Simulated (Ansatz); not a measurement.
# CsH (Pm-3m): phonons against volume, part 2 of 4

Aim: how the vibrations of CsH shift with volume, and the expansion that follows. The starting cell is a computed one from a database.

Ansatz 0.2.0; DFT LDA, scalar-relativistic, plane waves, PAW.

So far. Step 2 (Probe on a coarse mesh): The start is under -1.9 GPa at this level and looks like an insulator or semiconductor on this mesh.

## 4. A second relaxation

The relaxation is run once more from where the first one ended, as the script does after a large change of volume or of the gap, with mesh and occupations reviewed.

input.yaml reads:

```yaml
crystal:
  lattice:
    - [3.6385985974, 0.0, 0.0]
    - [0.0, 3.6385985974, 0.0]
    - [0.0, 0.0, 3.6385985974]
  atoms:
    - { symbol: Cs, position: [0.0, 0.0, 0.0] }
    - { symbol: H, position: [0.5, 0.5, 0.5] }
kpoints:
  mp_grid: { grid: [8, 8, 8] }
hamiltonian:
  xc: lda
scf:
  occupations: { method: gaussian, width: 0.02 }
output:
  forces: true
  stress: true
  eigenvalues: true
  write_density: true
  write_potential: true
  elf: true
  volumetric_format: npy
relax:
  adjacent_minimum: "off"
  f_tol: 0.005
  max_steps: 80
  cell: { stress_tol: 0.05 }
```

Command:

```
ansatz run input.yaml --threads 2 --pin off --max-ram 5120MiB --backend cpu --events-out ev --progress --plain --runs-dir out
```

Numbers of over 12 decimals in the logs are rounded to 6 here.

The log of the run:

```text
[...]
Crystal: 2 atoms, lattice volume = 48.173 Å³
Basis set: ecut = 420 eV, 925 PW (Γ)
Bands: 9, of which v1, the nominal top of the filled ones, is band 5 counted from 1 (4 counted from 0)
Symmetry: 48 space group operations
[...]
k-points: 35 of 512
[...]
SCF iter   1: F=—  HF=-5520.975937 eV  |F-HF|=—  |Δ(HF+E_count)|=         —  Δρ=9.06e-3  dr2=4.73e-2  ethr=1.77e-3  ⟨swp⟩=7.0  Hψ=2713  notcnv=0
[...]
SCF iter   6: F=-5520.958442 eV  HF=-5520.958442 eV  |F-HF|=1.40e-10  |Δ(HF+E_count)|=   3.88e-9  Δρ=9.44e-7  dr2=2.53e-10  ethr=1.67e-10  ⟨swp⟩=5.5  Hψ=1645  notcnv=0
SCF 1 converged in 6 iterations: F = -5520.958442 eV  dr2 = 2.53e-10
[...]
relax step   1: F+E_penalty+E_count = -5520.95844201 eV  Δ(F+E_penalty+E_count) = +0.000e0 eV  max|allowed force component| = 1.808e-31 eV/Å  Δτ_max = 0.0000 Å  P = -0.003 GPa  Ω = 48.173 Å³  (6 SCF iters, dr2 threshold 1.00e-7 eV, accepted)
[...]
SCF iter   5: F=-5520.958442 eV  HF=-5520.958442 eV  |F-HF|=5.46e-12  |Δ(HF+E_count)|=  6.37e-12  Δρ=1.36e-7  dr2=8.48e-12  ethr=1.00e-12  ⟨swp⟩=5.2  Hψ=1200  notcnv=0
SCF 2 converged in 5 iterations: F = -5520.958442 eV  dr2 = 8.48e-12
relax step   2: F+E_penalty+E_count = -5520.95844201 eV  Δ(F+E_penalty+E_count) = -6.366e-12 eV  max|allowed force component| = 5.095e-31 eV/Å  Δτ_max = 0.0000 Å  P = -0.003 GPa  Ω = 48.173 Å³  stress off target by 3.31e-3 GPa  SCF on the basis re-selected at this cell (its energy is not comparable with the rows above)  (5 SCF iters)
basis re-selected at this cell: Δ(F+E_penalty+E_count) = -6.366e-12 eV, ΔP = -0.000 GPa vs the last step (what re-selecting the basis moved, of the pressure what is left beyond the Pulay correction that the steps carried, after the strain that the cell walked since its last selection, with what the two solves' SCF thresholds leave and, on support functions, any second-order correction that the steps lacked; it is no  [...]
SCF converged after 5 iterations
Free energy (F): -5520.958442 eV
[...]
Internal energy: -5520.958442 eV  (E = F + TS)
E sigma→0 (E₀):  -5520.958442 eV
Fermi energy:    6.535027 eV
[...]
--- Stress (GPa, compression-positive) ---
       -0.003314      -0.000000       0.000000
       -0.000000      -0.003314       0.000000
        0.000000       0.000000      -0.003314
  P = ⅓ Tr σ = -0.0033 GPa (-0.033 kbar)
--- Band table (eV; the first three rows and the last of 35) ---
[...]
--- Relaxed structure (1 steps of the walk, 1 accepted, 1 SCFs on fresh bases) ---
[...]
cell:  # Å, volume = 48.1729 Å³
    - [3.6385985974, 0.0, 0.0]
    - [0.0, 3.6385985974, 0.0]
    - [0.0, 0.0, 3.6385985974]
  atoms:
    - { symbol: Cs, position: [0.0, 0.0, 0.0] }
    - { symbol: H, position: [0.5, 0.5, 0.5] }
```

The job ended after 1.4 s (2 threads of Arm Neoverse V2, shared host; peak memory 0.3 GiB).

Little changed from the start: no atom moved by 0.005 Å and no cell edge by 0.1 %.

This step gave:

```yaml
pressure: -0.003314 GPa
```

ELF in the ac plane at fractional y = 0.000, with atoms of Cs within 0.2 Å of it. It is the smooth field of the valence electrons, not physical close to the nuclei.

Ten even steps from '0' (0.02) to '9' (0.88), each cell a mean:
```
02799610279961
56999510269986
99997300148999
99974100025899
87631000002467
32100000000122
00000000000000
11000000000011
76521000001356
99863100014799
99996200037999
67998500169997
13799610279962
01699710389950
```
Columns run along a (3.6 Å), rows up along c (3.6 Å). Atoms in or near the plane, at fractional coordinates: Cs at (0.00, 0.00).

Valence density in the ac plane at fractional y = 0.000, with atoms of Cs within 0.2 Å of it. It is the smooth field of the valence electrons, not physical close to the nuclei.

Values in e/Å³, 14 rows by 14 columns, each cell a mean:
```
0.3 0.6 1.1 1.0 0.6 0.2 0.1 0.1 0.1 0.3 0.6 1.1 1.0 0.5
0.9 1.0 1.1 0.8 0.4 0.2 0.1 0.1 0.1 0.2 0.5 0.9 1.1 1.0
1.1 1.1 0.9 0.5 0.3 0.1 0.1 0.0 0.1 0.2 0.3 0.6 0.9 1.1
0.7 0.6 0.5 0.3 0.1 0.1 0.0 0.0 0.0 0.1 0.2 0.3 0.5 0.6
0.3 0.3 0.2 0.1 0.1 0.0 0.0 0.0 0.0 0.1 0.1 0.2 0.2 0.3
0.1 0.1 0.1 0.1 0.0 0.0 0.0 0.0 0.0 0.0 0.0 0.1 0.1 0.1
0.1 0.1 0.1 0.0 0.0 0.0 0.0 0.0 0.0 0.0 0.0 0.0 0.1 0.1
0.1 0.1 0.1 0.1 0.0 0.0 0.0 0.0 0.0 0.0 0.0 0.1 0.1 0.1
0.3 0.2 0.2 0.1 0.1 0.0 0.0 0.0 0.0 0.0 0.1 0.1 0.2 0.2
0.6 0.5 0.4 0.2 0.1 0.1 0.0 0.0 0.0 0.1 0.1 0.3 0.4 0.6
1.0 1.0 0.7 0.4 0.2 0.1 0.1 0.0 0.1 0.1 0.3 0.5 0.8 1.0
1.0 1.1 1.1 0.7 0.4 0.2 0.1 0.1 0.1 0.2 0.5 0.9 1.1 1.1
0.4 0.7 1.1 1.0 0.5 0.2 0.1 0.1 0.1 0.3 0.6 1.1 1.0 0.6
0.0 0.4 1.0 1.0 0.6 0.3 0.1 0.1 0.1 0.3 0.7 1.1 0.9 0.3
```
Columns run along a (3.6 Å), rows up along c (3.6 Å). Atoms in or near the plane, at fractional coordinates: Cs at (0.00, 0.00).

Electrostatic potential energy in the ac plane at fractional y = 0.000, with atoms of Cs within 0.2 Å of it. With pseudopotentials it is smooth inside the atoms' cores, unlike the true potential.

Values in eV, 14 rows by 14 columns, each cell a mean:
```
-15 -17 -20 -18  -8   2   5   6   5   0 -10 -20 -19 -16
-19 -20 -20 -14  -4   3   6   6   5   2  -6 -17 -20 -19
-20 -20 -16  -7   1   5   7   7   6   4   0 -10 -17 -20
-12 -10  -4   2   5   7   8   8   8   6   4   0  -6 -10
 -1   1   3   5   7   8   9   9   8   8   6   4   2   0
  4   5   6   7   8   9   9   9   9   8   8   6   5   5
  6   6   7   7   8   9   9   9   9   9   8   7   6   6
  5   5   6   7   8   9   9   9   9   9   8   7   6   5
  1   2   4   6   7   8   9   9   9   8   7   5   3   2
 -9  -7  -2   2   5   7   8   8   8   7   5   1  -4  -8
-19 -18 -13  -4   2   6   7   7   7   5   2  -7 -14 -18
-19 -20 -20 -13  -2   4   6   7   6   3  -4 -16 -20 -20
-16 -18 -20 -18  -7   2   5   6   5   1 -10 -20 -20 -17
-14 -16 -19 -19  -9   1   5   6   4  -1 -12 -20 -19 -15
```
Columns run along a (3.6 Å; values clipped at the 3rd and 97th percentile), rows up along c (3.6 Å). Atoms in or near the plane, at fractional coordinates: Cs at (0.00, 0.00).

## 5. Relaxing to small residual forces and stress

The relaxation is repeated with tighter thresholds on force and stress, since phonons are sensitive to what is left; a change of mesh or smearing in the input moves the cell too.

input.yaml, the sections that differ from step 4:

```yaml
scf:
  occupations: { method: fixed }
output:
  forces: true
  stress: true
  eigenvalues: true
relax:
  adjacent_minimum: "off"
  f_tol: 0.001
  max_steps: 60
  cell: { stress_tol: 0.01 }
# crystal, kpoints, hamiltonian: as in step 4
```

The log of the run:

```text
[...]
Crystal: 2 atoms, lattice volume = 48.173 Å³
Basis set: ecut = 420 eV, 925 PW (Γ)
Bands: 9, of which v1, the nominal top of the filled ones, is band 5 counted from 1 (4 counted from 0)
Symmetry: 48 space group operations
[...]
k-points: 35 of 512
[...]
P = ⅓ Tr σ = -0.0033 GPa (-0.033 kbar)
--- Band table (eV; the first three rows and the last of 35) ---
[...]
--- Relaxed structure (1 steps of the walk, 1 accepted, 1 SCFs on fresh bases) ---
[...]
cell:  # Å, volume = 48.1729 Å³
    - [3.6385985974, 0.0, 0.0]
    - [0.0, 3.6385985974, 0.0]
    - [0.0, 0.0, 3.6385985974]
  atoms:
    - { symbol: Cs, position: [0.0, 0.0, 0.0] }
    - { symbol: H, position: [0.5, 0.5, 0.5] }
[key lines of the parts left out:]
SCF converged after 8 iterations
Free energy (F): -5520.958442 eV
Fermi energy:    5.325282 eV
```

Elapsed: 1.4 s, on 2 threads; peak memory 0.29 GiB; 2.5 s of CPU time.

Little changed from the start: no atom moved by 0.005 Å and no cell edge by 0.1 %.

Numbers from this step:

```yaml
pressure: -0.003312 GPa
```

The residual pressure is -0.0033 GPa, small enough for phonons.

## 6. Phonons, V/V0 1

Phonons at this volume give one point of F(V, T); meshes stay fixed along the series.

input.yaml, the sections that differ from step 5:

```yaml
output:
  eigenvalues: true
phonons:
  method: dfpt
  dielectric: true
  rigid_motions: translations
  qmesh: [4, 4, 4]
  temperatures: { t_max: 1000, t_step: 50 }
  qpath:
    path:
      - [[0.0, 0.0, 0.0], [0.0, 0.5, 0.0], [0.5, 0.5, 0.0], [0.0, 0.0, 0.0], [0.5, 0.5, 0.5], [0.0, 0.5, 0.0]]
      - [[0.5, 0.5, 0.5], [0.5, 0.5, 0.0]]
    npoints: 10
# crystal, kpoints, hamiltonian, scf: as in step 5
# relax: removed
```

The log of the run:

```text
[...]
Crystal: 2 atoms, lattice volume = 48.173 Å³
Basis set: ecut = 420 eV, 925 PW (Γ), exchange–correlation on 50×50×50 points (8 copies of the dense FFT grid, shifted against one another)
Bands: 9, of which v1, the nominal top of the filled ones, is band 5 counted from 1 (4 counted from 0)
Symmetry: 48 space group operations
k-points: 75 of 512 (irreducible under 8 space group operations, time reversal used)
[...]
SCF iter   1: F=—  HF=-5520.976000 eV  |F-HF|=—  |Δ(HF+E_count)|=         —  Δρ=9.05e-3  dr2=4.71e-2  ethr=1.77e-3  ⟨swp⟩=4.8  Hψ=4398  notcnv=0  defer=133
[...]
SCF iter   7: F=-5520.958442 eV  HF=-5520.958442 eV  |F-HF|=0.00e0  |Δ(HF+E_count)|=  2.04e-10  Δρ=6.68e-8  dr2=1.07e-12  ethr=1.00e-12  ⟨swp⟩=7.5  Hψ=4332  notcnv=0
SCF 1 converged in 7 iterations: F = -5520.958442 eV  dr2 = 1.07e-12
[...]
DFPT response loops at Γ: preconditioner auto → none (the input reference at scf.mixing.eps_inf says where Resta's filter doesn't serve); β = 0.50; Broyden in place of MSR1
── the response to a field inside a basis, on 8×8×8 k-points: an SCF that follows is theirs, and a resumed run solves both again ──
Bands: 6, of which v1, the nominal top of the filled ones, is band 5 counted from 1 (4 counted from 0)
k-points: 20 of 512
[...]
Eigensolver: Dense (20 Hₖ)
SCF iter   1: F=—  HF=-5520.958503 eV  |F-HF|=—  |Δ(HF+E_count)|=         —  Δρ=1.51e-4  dr2=1.77e-6  ethr=1.00e-1
[...]
SCF iter   3: F=-5520.958504 eV  HF=-5520.958504 eV  |F-HF|=4.52e-9  |Δ(HF+E_count)|=   3.70e-7  Δρ=6.54e-6  dr2=9.54e-9  ethr=4.04e-9
SCF 1 converged in 3 iterations: F = -5520.958504 eV  dr2 = 9.54e-9
[...]
WARN: field response: ε∞ stands inside a basis, on 8×8×8 points; the force constants stand on the 8×8×8 k-mesh, whose period is 13.39 times the interband length at k = (-0.5000, -0.5000, -0.5000), direct gap 2.420 eV, under 14: take them and everything formed from them as unconverged, and compare with a denser kpoints.mp_grid
NSCF: frozen V_eff on 35 k-points
[...]
DFPT response loops at q = (0, 0, -0.5) (fractional): preconditioner auto → Resta (q_TF=auto, 2.099 Å⁻¹)  ε∞=5.0 (no band partly filled); β = 1.00, the filter's whole step (`scf.mixing.beta` (0.50) is not read by the response loops at its default; to damp them type it under 1.00, their step now; it binds the ground state too); Broyden in place of MSR1
[...]
SCF converged after 7 iterations
Free energy (F): -5520.958442 eV
[...]
Internal energy: -5520.958442 eV  (E = F + TS)
E sigma→0 (E₀):  -5520.958442 eV
Fermi energy:    5.325283 eV
[...]
--- Band table (eV; the first three rows and the last of 75) ---
[...]
--- Phonons (Γ-DFPT): 2 representative perturbations + reference, on 75 of 512 k-points (Σ response iterations 7) ---
  k mesh reduced under 8 symmetry operations, with k and −k counted as one. Each operation leaves every solved perturbation unchanged. A smaller set is not considered because the run solves the response to a homogeneous field
  ASR residual: 2.093e-5 → 0.000e0 eV/Å²; symmetrization residual: 1.422e-7 eV/Å²
  ASR residual per site (eV/Å²): 1.01e-5 2.09e-5
  Γ frequencies (cm⁻¹): 0.00 0.00 0.00 416.09 416.09 416.09
  ε∞ (high-frequency dielectric tensor):
        4.201495     0.000000     0.000000
        0.000000     4.201495     0.000000
        0.000000     0.000000     4.201495
  ε⁰ (static dielectric tensor: ions relaxed, cell fixed):
       12.196460    -0.000000    -0.000000
       -0.000000    12.196460     0.000000
       -0.000000     0.000000    12.196460
  ε⁰ − ε∞ (ionic part):
        7.994965    -0.000000    -0.000000
       -0.000000     7.994965     0.000000
       -0.000000     0.000000     7.994965
  softest optical mode at Γ: 416.09 cm⁻¹; the repairs (sum rule, projections) moved no ω² at Γ by more than (2.42 cm⁻¹)²
  Born effective charges Z* (e; rows j = field, columns β = displacement):
    site 0:
         1.16433   -0.00000    0.00000
        -0.00000    1.16433    0.00000
        -0.00000    0.00000    1.16433
    site 1:
        -1.16433    0.00000    0.00000
         0.00000   -1.16433    0.00000
         0.00000    0.00000   -1.16433
  Z* charge neutrality: 4.312e-4 e pre-enforcement
  solved inside a basis spanned on kpoints, on 8×8×8 k-points, its susceptibility summed on 12×12×12: ε∞ is read to err by 1.0e-2, Z* by 9.7e-3 e (field_mesh: kpoints solves on kpoints); Z* is corrected for what the basis lacks
  optical modes at Γ without the LO–TO term, one row a degenerate level:
      ω (cm⁻¹)  modes    IR ((D/Å)²/amu)
        416.09      3            93.7895
  optical modes at Γ + LO–TO along q̂ = [1.0000, 0.0000, 0.0000]:
      ω (cm⁻¹)  modes    IR ((D/Å)²/amu)
        416.09      2            62.5263
        708.93      1            31.2632
  optical modes at Γ + LO–TO along q̂ = [0.0000, 1.0000, 0.0000]:
      ω (cm⁻¹)  modes    IR ((D/Å)²/amu)
        416.09      2            62.5263
        708.93      1            31.2632
  optical modes at Γ + LO–TO along q̂ = [0.0000, 0.0000, 1.0000]:
      ω (cm⁻¹)  modes    IR ((D/Å)²/amu)
        416.09      2            62.5263
        708.93      1            31.2632
--- Phonons (arbitrary-q DFPT): 10 irreducible q on the 4×4×4 mesh ---
  q = [0.0000, 0.0000, 0.0000] (star 1, of the zone-centre solve; hermiticity 4.47e-7, symmetrization 1.81e-14): -0.00 -0.00 0.00 416.09 416.09 416.09
  q = [0.0000, 0.0000, 0.2500] (star 6, 4 solved perturbations in 640 linear systems a pass and spin channel, the states on 200 of 512 k-point pairs; hermiticity 5.13e-8, symmetrization 7.27e-15): 26.11 26.11 68.66 460.56 460.56 716.78
[...]
q = [0.0000, 0.2500, -0.5000] (star 12, 6 solved perturbations on 200 of 512 k-point pairs; hermiticity 6.60e-8, symmetrization 3.36e-15): 30.17 66.18 91.87 455.48 494.19 617.58
[...]
sum rule: each row above includes the acoustic sum rule's correction from the zone centre's row sums; it moved no ω² by more than (2.38 cm⁻¹)²
  mesh force constants: q→R imaginary residual 2.03e-19; ASR residual 2.093e-5 → 0.000e0 eV/Å²; symmetrization residual 3.109e-15 eV/Å²
  interpolated dispersion: 63 rows × 6 modes
  density of states and harmonic sums: on the 20×20×20 q-mesh, interpolated from the force constants of a 4×4×4 supercell (with the dipole–dipole term)
  largest difference from the sums on the solved wave vectors: F 9.79e-3 eV, S 1.39e-5 and C_V 3.99e-6 eV/K
  zero-point energy: 0.109557 eV/cell   skipped modes (ω ≤ 0): 3   left out of the sums: 6.25e-5 of the cell's modes: C_V's classical limit lies that fraction below 3 k_B per atom; for a crystal, a wire or a layer, F and S can be off by more, and a phonons.interpolated_qmesh denser along its periods is the remedy for the sampling
```

Wall time 93 s (2 threads); peak memory 0.62 GiB; 3.1 min of CPU time.

Numbers from this step:

- Γ frequencies: 0, 0, 0, 416.1, 416.1, 416.1 cm⁻¹ (negative: imaginary)
- lowest frequency on the path: 0 cm⁻¹
- zero-point energy: 0.1096 eV/cell
- point group: m-3m
- highest frequency: 722.3 cm⁻¹
- Debye temperature from the second moment: 705 K

LO-TO term included. Phonon branches along the path, in cm⁻¹:

| point | branch 1 | branch 2 | branch 3 | branch 4 | branch 5 | branch 6 |
| --- | --- | --- | --- | --- | --- | --- |
| Γ | 0 | 0 | 0 | 416 | 416 | 709 |
| halfway | 26 | 26 | 69 | 461 | 461 | 717 |
| X | 32 | 32 | 96 | 498 | 498 | 722 |
| halfway | 30 | 66 | 92 | 456 | 494 | 618 |
| M | 28 | 86 | 86 | 404 | 493 | 493 |
| halfway | 29 | 63 | 73 | 459 | 464 | 654 |
| Γ | 0 | 0 | 0 | 416 | 416 | 709 |
| halfway | 63 | 63 | 72 | 500 | 500 | 585 |
| R | 80 | 80 | 80 | 573 | 573 | 573 |
| halfway | 62 | 66 | 88 | 464 | 533 | 576 |
| X | 32 | 32 | 96 | 498 | 498 | 722 |
| jump to R | 80 | 80 | 80 | 573 | 573 | 573 |
| halfway | 61 | 83 | 83 | 511 | 536 | 536 |
| M | 28 | 86 | 86 | 404 | 493 | 493 |

The phonon branches as a text plot (rows in cm⁻¹):

```
    707 |*********             ******                   **
    677 |         *           *      **                *
    647 |          *         *         *              *
    617 |                  **                        *
    587 |           *     *             *     **    *
    557 |            *                     ***  ****      ***
    527 |             *  *               ****     * **      **
    497 |     *************             *          *  ****   ****
    466 |   **    **       ****      ***            ****      *
    436 | **        **   **    **  **                          *
    406 |*            ***        **                             *
    376 |
    346 |
    316 |
    286 |
    256 |
    226 |
    196 |
    166 |
    135 |
    105 |      ******                                *****
     75 |   ***     ***********        **************     *******
     45 | **  ******          ***   ****             *****    ***
     15 |*****      ****************
         Γ      X      M          Γ            R        X|R     M
```

Tetrahedra on 20 20 20, mean over bins of 10 cm⁻¹. The phonon density of states by wavenumber; read off at these points:

wavenumber (cm⁻¹), phonon density of states (1/cm⁻¹/cell) and a bar:
```
        5     0.0002 
       25     0.0140 ######
       35     0.0497 #####################
       55     0.0323 ##############
       75     0.0490 #####################
       85     0.0704 ##############################
      105     0.0000 
      125     0.0000 
      155     0.0000 
      175     0.0000 
      205     0.0000 
      225     0.0000 
      255     0.0000 
      275     0.0000 
      305     0.0000 
      325     0.0000 
      355     0.0000 
      375     0.0000 
      405     0.0002 
      425     0.0036 ##
      455     0.0212 #########
      465     0.0333 ##############
      475     0.0226 ##########
      495     0.0290 ############
      505     0.0168 #######
      525     0.0098 ####
      555     0.0155 #######
      575     0.0051 ##
      605     0.0042 ##
      625     0.0041 ##
      655     0.0042 ##
      675     0.0044 ##
      705     0.0070 ###
      725     0.0001
```

Harmonic. Thermo, by row:

| T (K) | F_vib (meV/atom) | S (J/mol-atom/K) | C_V (J/mol-atom/K) |
| --- | --- | --- | --- |
| 0 | 54.78 | 0 | 0 |
| 50 | 53.23 | 7.76 | 9.5 |
| 100 | 47.11 | 15.27 | 12.06 |
| 150 | 37.77 | 20.57 | 14.28 |
| 200 | 25.94 | 25 | 16.59 |
| 250 | 11.95 | 28.91 | 18.48 |
| 300 | -3.96 | 32.41 | 19.9 |
| 350 | -21.59 | 35.56 | 20.95 |
| 400 | -40.77 | 38.41 | 21.72 |
| 450 | -61.35 | 41.01 | 22.3 |
| 500 | -83.23 | 43.38 | 22.75 |
| 550 | -106.3 | 45.56 | 23.09 |
| 600 | -130.4 | 47.59 | 23.36 |
| 650 | -155.6 | 49.47 | 23.58 |
| 700 | -181.7 | 51.22 | 23.75 |
| 750 | -208.6 | 52.86 | 23.9 |
| 800 | -236.4 | 54.41 | 24.02 |
| 850 | -265 | 55.87 | 24.12 |
| 900 | -294.3 | 57.25 | 24.21 |
| 950 | -324.4 | 58.56 | 24.28 |
| 1000 | -355 | 59.81 | 24.34 |

The modes has structure finer than the step of the table below, so its rows give means over 25 cm⁻¹, whole bins alone (the curve runs from -10 to 754 cm⁻¹). Peaks (cm⁻¹: height): Cs 33.2: 0.0401, 81.3: 0.0625; H 465.6: 0.0295, 494.4: 0.0258, 556.9: 0.0150, 705.8: 0.00625.

Phonopy on the run's constants, 15x15x15 mesh, Gaussian sigma 5.5 cm⁻¹. Modes against wavenumber; means over each step; values in 1/cm⁻¹/cell:

| wavenumber (cm⁻¹) | Cs | H |
| --- | --- | --- |
| 25 | 0.0213 | 3.0e-5 |
| 50 | 0.0343 | 3.3e-5 |
| 75 | 0.0493 | 2.8e-5 |
| 100 | 0.0146 | 3.0e-6 |
| 125 | 4.3e-6 | 0 |
| 150 | 0 | 0 |
| 175 | 0 | 0 |
| 200 | 0 | 0 |
| 225 | 0 | 0 |
| 250 | 0 | 0 |
| 275 | 0 | 0 |
| 300 | 0 | 0 |
| 325 | 0 | 0 |
| 350 | 0 | 0 |
| 375 | 0 | 0 |
| 400 | 0 | 3.0e-4 |
| 425 | 8.2e-6 | 0.00397 |
| 450 | 2.5e-5 | 0.0171 |
| 475 | 1.8e-5 | 0.0250 |
| 500 | 3.7e-6 | 0.0210 |
| 525 | 0 | 0.0107 |
| 550 | 0 | 0.0121 |
| 575 | 0 | 0.00624 |
| 600 | 0 | 0.00457 |
| 625 | 7.4e-7 | 0.00359 |
| 650 | 7.9e-6 | 0.00454 |
| 675 | 1.0e-5 | 0.00424 |
| 700 | 1.5e-5 | 0.00529 |
| 725 | 2.7e-6 | 0.00137 |

Born charge (rows field, columns displacement) (e), principal values of the symmetric part by kind of site:

| atom | atoms with these values | low | middle | high | mean |
| --- | --- | --- | --- | --- | --- |
| Cs1 | 1 | 1.16 | 1.16 | 1.16 | 1.16 |
| H2 | 1 | -1.16 | -1.16 | -1.16 | -1.16 |

In full for Cs1:

```
1.16 0.00 0.00
0.00 1.16 0.00
0.00 0.00 1.16
```

ε∞:

```
4.20 0.00 0.00
0.00 4.20 0.00
0.00 0.00 4.20
```

No LO-TO term. Modes at Γ, with each element's share of the kinetic energy:

| mode | frequency (cm⁻¹) | symmetry | Cs % | H % |
| --- | --- | --- | --- | --- |
| 1 | 0.0 | T1u | 99 | 1 |
| 2 | 0.0 | T1u | 99 | 1 |
| 3 | 0.0 | T1u | 99 | 1 |
| 4 | 416.1 | T1u | 1 | 99 |
| 5 | 416.1 | T1u | 1 | 99 |
| 6 | 416.1 | T1u | 1 | 99 |

Displacements in mode 6 (416.1 cm⁻¹), the largest set to 1:
```
Cs1  0.00  0.00 -0.01
H2   0.00  0.02  1.00
```

No mode is imaginary beyond numerical noise at the solved wavevectors.

(Part 2 of 4 ends here.)

[Logs are printed without paths, hosts, clocks, repeated set-up lines and the standing remarks that a program may print on its own settings, such as how far it seeks lower states.]

[Hosts, paths, dates, database ids (printed as entryN), source tags and the programs' standing remarks are cut or masked in the printed files.]

[A step with changed settings may run another functional than the one named; its input shows which.]


